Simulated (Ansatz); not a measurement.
# Settings and their price: 1/2<111> screw dislocation dipole in Li (150 atoms)

The cell holds 150 atoms: 150 Li. Cell: a = 42.989 Å, b = 24.866 Å, c = 3.040 Å, α = 93.5°, β = 90.0°, γ = 90.0°. It derives from Li (bcc). Bcc Li (a = 3.51 Å), x, y, z along [11-2], [-110], [111], 5 x 5 x 1 period; two opposite 1/2<111> screw dislocations along z, half a cell apart on one glide plane, laid by the isotropic elastic field summed over images, cell tilted by half the Burgers vector; not relaxed, displaced by a Gaussian of 0.02 Å.

Geometry: as built.

Reference run: Kohn-Sham DFT, PBE, PAW (set soft_2), plane waves (Ansatz 0.2.0), cutoff 420 eV, k-mesh 1×1×7, cold smearing of 0.15 eV.

```
r.m.s. force component                           : 0.02613 eV/Å
pressure                                         : -0.8183 GPa
spacing of highest filled and lowest empty level : 0.0088 eV
SCF cycles                                       : 7
time                                             : 8.5 min on 4 threads of Arm Neoverse V1, shared host
```

**Question.** The same geometry is run again with each of these changes. How far do the results move, and how long does each run take?
- support functions medium
- support functions low
- support functions high
- support functions medium, spacing 0.334 Å
- support functions medium, spacing 0.296 Å
- support functions medium, spacing 0.231 Å
- support functions medium, spacing 0.206 Å

Differences are against the plane-wave reference (Kohn-Sham DFT, PBE, PAW (set soft_2), plane waves), whose r.m.s. force component is 0.0261 eV/Å. Energies are set beside the reference only for runs with its functional, potentials and electron count. Times are for 4 threads of Arm Neoverse V1, shared host. The reference's time includes the DOS, ELF, the stress and grids, which some other runs skip.

```
                                      run  Δ force, r.m.s. (meV/Å)  Δ energy (meV/atom)  cycles     time  host memory (GiB)
                                reference                        -                    -       7  8.5 min                7.0
                 support functions medium                     1.42              -0.0963       9  2.4 min                4.5
                    support functions low                     1.42              -0.0963       9  2.4 min                4.5
                   support functions high                    0.069               -0.338      14  7.6 min                7.1
support functions medium, spacing 0.334 Å                     3.24                -1.80       9    2 min                3.8
support functions medium, spacing 0.296 Å                     2.00                -1.62       9    2 min                3.9
support functions medium, spacing 0.231 Å                    0.075               -0.225       9  3.2 min                5.2
support functions medium, spacing 0.206 Å                     0.05               -0.354       9  3.3 min                5.7
```

Among numerical settings the force difference runs from 0.05 meV/Å (support functions medium, spacing 0.206 Å) to 3.2 meV/Å (support functions medium, spacing 0.334 Å). Differences between support functions and plane waves include what basis error the plane-wave run still has. As the typed spacing goes from 0.206 to 0.334 Å, the force difference goes from 0.05 to 3.2 meV/Å, and the time from 3.3 min to 2 min. The cell is under 6 Å thick along one periodic direction, so every atom has periodic images of itself close by, which move with it and show among its neighbours and in g(r).

[Logs are printed without paths, hosts, clocks, repeated set-up lines and the standing remarks that a program may print on its own settings, such as how far it seeks lower states.]

[Hosts, paths, dates, database ids (printed as entryN), source tags and the programs' standing remarks are cut or masked in the printed files.]
